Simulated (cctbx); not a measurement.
## Symmetry from intensities

Cell: a = 3.9350 Å, b = 3.9350 Å, c = 32.2880 Å, α = 90.00°, β = 90.00°, γ = 90.00°. Expected content of the cell: Bi8 Sr2 Cl4 O12.

The data are simulated with cctbx, not measured: Mo Kα, λ = 0.71073 Å, to d = 0.77 Å, 95 % of the full sphere, strongest reflection 70000 counts, noise from counting, a 3 % proportional error and a noise floor of 2 counts (s.d.); no absorption, some extinction.

Tests on the unmerged data give:

```text
4303 reflections to d = 0.771 A
centring   violations  <I/sigma> of those
    A        975 of  2149     11.5
    B        977 of  2148     11.5
    C       1052 of  2165     11.8
    I          0 of  2137      0.0
    R       1366 of  2857     12.0
    F       1502 of  3231     11.6
Laue class    unique    Rint  (classes that these axes allow; Friedel mates merged)
I 1 2/m 1         659   0.021
I 1 1 2/m         594   0.021
I 2/m 1 1         659   0.021
I m m m           383   0.023
I 4/m             307   0.023
I 4/m m m         227   0.023
space group    extra absences  I>4sigma  <I/sigma>
I 4 2 2                 0          0         -  acentric
I 4 m m                 0          0         -  acentric
I -4 m 2                0          0         -  acentric
I -4 2 m                0          0         -  acentric
I 4/m m m               0          0         -  centric
Wilson B = 0.95 A^2   <|E^2-1|> = 0.794 (0.968 centric, 0.736 acentric)   E^2>4: 1.3 %
shell (A)         n   <I/sigma>
16.15 - 1.54     41     66.2
 1.54 - 1.22     32     66.5
 1.22 - 1.07     26     75.9
 1.07 - 0.97     23     62.1
 0.97 - 0.90     29     65.4
 0.90 - 0.85     31     67.0
 0.85 - 0.81     20     65.5
 0.81 - 0.77     25     65.4
```

**Question.** What are the lattice type, the Laue class and the likely space group?

The reflections that I centring forbids are absent (⟨I/σ⟩ near 0), so the lattice is I.

Rint stays low (0.021 to 0.023) up to I 4/m m m, the highest class in these axes.

5 settings pass the absence test. No glide or screw absences show, which leaves I 4 2 2, I 4 m m, I -4 m 2, I -4 2 m and I 4/m m m.

⟨|E²−1|⟩ = 0.794 leans to a non-centrosymmetric structure. Here that hint misleads: the statistic assumes many like atoms on general positions, and few, heavy or special-position atoms break it. The Wilson B of 0.95 Å² means U ≈ 0.0120 Å².

The true group is I4/mmm (no. 139), Laue class 4/mmm, centrosymmetric. The tables only narrow the choice to the tied entries; cell content, site symmetry and trial solutions must settle it.

The model was made for the exercise: a known structure type with other elements put in, its volume estimated, not relaxed; displacement parameters are assumed.

[Logs are printed without paths, hosts, clocks, repeated set-up lines and the standing remarks that a program may print on its own settings, such as how far it seeks lower states.]
